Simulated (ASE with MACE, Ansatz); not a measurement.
# Adsorption of dichlorosilane on W(110): energy and structure

How much energy does the adsorption of dichlorosilane on W(110) release or cost, and how far does that hang on the level of theory?

Calculated with Ansatz 0.2.0: Kohn-Sham DFT, PBE+D3(BJ), PAW (set soft_2), plane waves; cutoff 420 eV, fermi-dirac smearing of 0.1 eV (for the slabs). Every cell is relaxed with this functional, then solved at fixed geometry with r2SCAN+D4 and PBE+D3(BJ) on a denser mesh. Cutoffs: 420 eV for PBE+D3(BJ); 500 eV for r2SCAN+D4.

**The cells**

The cell holds 36 atoms: 36 W. Its edges and angles: a = 9.540 Å, b = 8.262 Å, c = 22.746 Å, α = 90.0°, β = 90.0°, γ = 54.7°. It derives from W (W(110)). The starting structure: Bcc W(110), 3 x 3 cells, four layers (lattice constants typed as starting values near PBE's), about 15 Å of vacuum, lower atoms held. Vacuum lies along c. 18 atoms are held.

- Dichlorosilane on W(110): one whole molecule of dichlorosilane lowered over a top site, eased by MACE.

Molecules sit alone in boxes of 13 to 14 Å, at Γ at every level, with a smearing of 0.01 eV.

The input of the single point on the relaxed bare surface:

```yaml
crystal:
  lattice:
    - [9.54, 0.0, 0.0]
    - [4.77, 6.7458, 0.0]
    - [0.0, 0.0, 22.7458]
  atoms:
    - { symbol: W, position: [0.83333, 0.33333, 0.04396] }
    - { symbol: W, position: [0.16667, 0.33333, 0.04396] }
    - { symbol: W, position: [0.5, 0.33333, 0.04396] }
    - { symbol: W, position: [0.83333, 0.66667, 0.04396] }
    [... 30 atom lines left out ...]
    - { symbol: W, position: [0.33333, 0.66667, 0.33576] }
    - { symbol: W, position: [0.66667, 0.66667, 0.33576] }
kpoints:
  mp_grid: { grid: [3, 3, 1] }
hamiltonian:
  xc: pbe
  dispersion: d3bj
scf:
  occupations: { method: fermi_dirac, width: 0.1 }
output:
  forces: true
  populations: true
  dos:
    method: { smearing: { sigma: 0.08 } }
    de: 0.1
    projected:
      site_lists:
        W: [W]
        slab: [... 36 sites ...]
  eigenvalues: true
  write_density: true
  write_potential: true
  volumetric_format: npy
```

| cell | formula | k-mesh | relaxation steps | gain on relaxing (eV) | free energy, PBE+D3(BJ) (eV) | time of its runs on this page |
| --- | --- | --- | --- | --- | --- | --- |
| W(110) | W36 | 3×3×1 | 4 | 0.31 | -373845.571 | 28 s |
| dichlorosilane on W(110) | SiH2W36Cl2 | 3×3×1 | 42 | 3.67 | -376678.905 | 1.7 min |
| dichlorosilane | SiH2Cl2 | 1×1×1 | 4 | 0.04 | -2829.789 | 11 s |

**Reaction energies**

Products less reactants, from the free energies above and their like at the other levels, in eV; negative values release energy:

| change | PBE+D3(BJ) | r2SCAN+D4 | PBE+D3(BJ), denser mesh |
| --- | --- | --- | --- |
| adsorption of dichlorosilane | -3.55 | -3.23 | -3.57 |

Worked for the first row at PBE+D3(BJ): (-376678.905) − (-373845.571) − (-2829.789) = -3.545 eV (from unrounded energies).

**What the relaxations did**

Bonds are pairs closer than 1.18 times the sum of covalent radii; a bond counts as made or broken only if it crosses from under that bound to over 1.3 times, or back. All concern the added atoms.

| cell | bonds to the surface at the end | nearest contact (Å) | made in DFT | broken in DFT | largest move (Å) |
| --- | --- | --- | --- | --- | --- |
| dichlorosilane on W(110) | 4 H–W, 2 Si–W and 1 Cl–W | H–W 1.85 | 4 H–W, 2 Si–W and 1 Cl–W | 1 H–Si | 3.92 |

**Findings**

The change releases 3.55 eV at PBE+D3(BJ). The molecule has lost 1 of its 4 bonds, so the adsorption is dissociative. At the same geometries the levels give -3.55 (PBE+D3(BJ)) to -3.23 eV (r2SCAN+D4) and the denser mesh moves it by -0.02 eV. Bonds broke during the DFT relaxation of dichlorosilane on W(110), so its name describes the start, not the end.

Limits: These are static energies with no barriers, zero-point energy or heat. Where a gas molecule is taken up, its entropy is lost, which at room temperature and above is worth several tenths of an eV to over 1 eV a molecule and isn't counted. All slabs, the starting one too, were first eased by a machine-learned potential, and one starting arrangement a cell was relaxed; others may lie lower. Only one face is changed, and the cells carry no dipole correction. Levels with D3 or D4 differ in the size of their dispersion terms as well as in the functional. Pairwise D3 takes no account of screening in a metal. Spin–orbit coupling is left out, which matters for the levels of the heavy elements. In some runs the program notes that positions were snapped to a detected symmetry and the exchange-correlation potential is rough where the density is thin.

[Logs are printed without paths, hosts, clocks, repeated set-up lines and the standing remarks that a program may print on its own settings, such as how far it seeks lower states.]

[Hosts, paths, dates, database ids (printed as entryN), source tags and the programs' standing remarks are cut or masked in the printed files.]
